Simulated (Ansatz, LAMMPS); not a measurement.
# Static equation of state of glassy 73SiO2-23BaO-4TiO2 (mol %) (72 atoms)

Density of this cell: 3.29 g/cm³. The cell holds 72 atoms: 19 Si, 6 Ba, 1 Ti and 46 O. Cell: a = 10.349 Å, b = 10.301 Å, c = 10.179 Å, α = 89.6°, β = 85.8°, γ = 88.5°. The starting structure: 72 atoms (19 Si, 6 Ba, 1 Ti, 46 O) placed at random at 3.15 g/cm³, melted at 4000 K for 10 ps at fixed volume with the Morse and Coulomb pair potential with partial charges (Pedone, Malavasi, Menziani, Cormack and Segre, J. Phys. Chem. B 110, 11780 (2006)). Quenched from 4000 K to 300 K at 8 K/ps and fixed volume, held 10 ps at zero pressure.

Calculated with Ansatz 0.2.0: Kohn-Sham DFT, PBE, PAW (set soft_2), plane waves; cutoff 420 eV, Γ point, fixed occupations. Cell and atoms were relaxed first, to V0 = 15.027 Å³ an atom at a residual P0 = -0.009 GPa. The cell was then scaled evenly, and the atoms were relaxed at each volume.

| volume (Å³/atom) | pressure (GPa) |
| --- | --- |
| 13.524 | 6.231 |
| 14.125 | ? |
| 14.576 | 1.674 |
| 15.477 | -1.602 |
| 15.928 | -3.010 |

**Question.** Fit the third-order Birch–Murnaghan equation to the rows given and interpolate to the withheld row.

**Working.**

Take the Eulerian strain f = ½[(V0/V)^(2/3) − 1] and the normalised pressure F = (P − P0) / [3f(1 + 2f)^(5/2)]. The third-order Birch–Murnaghan equation is then the line F = B0 + (3/2)B0(B′ − 4) f, so u = f and v = F.

| u = f | v = F (GPa) |
| --- | --- |
| 0.0363830 | 47.9679 |
| 0.0102567 | 51.9923 |
| -0.00975653 | 57.1419 |
| -0.0190506 | 57.8613 |

With n = 4: mean u = 0.00445816, mean v = 53.7408, Σ(u − ū)² = 0.0018075, Σ(u − ū)(v − v̄) = -0.33965. Slope b = -0.33965 / 0.0018075 = -187.91; intercept a = v̄ − b ū = 54.579.

So B0 = a = 54.6 GPa and B′ = 4 + 2b/(3a) = 1.70. At the withheld volume f = 0.02106, F = a + b f = 50.62 GPa, and P = P0 + 3f(1 + 2f)^(5/2) F.

Prediction at 14.125: 3.536 GPa. The run gave 3.450 GPa, so the fit is high by 0.085 GPa (2.5 % of the value).

Among the rows given, the largest miss of the fit is at 13.524, by 0.029 GPa (0.32 % of the range of the table).

Limits: Static cells at zero temperature; the cell shape is held. The program notes that the SCF threshold of these relaxations is loose for the stress. The quench rate of 8 K/ps is many orders above laboratory rates, so the cell is likely richer in defects and strain than a real sample. The network of bonds at the start is that of the classical potential that made the cell, and needn't be the one that DFT or experiment would give. Only the Γ point is sampled, in a cell whose shortest periodic width is 10 Å.

[Hosts, paths, dates, database ids (printed as entryN), source tags and the programs' standing remarks are cut or masked in the printed files.]
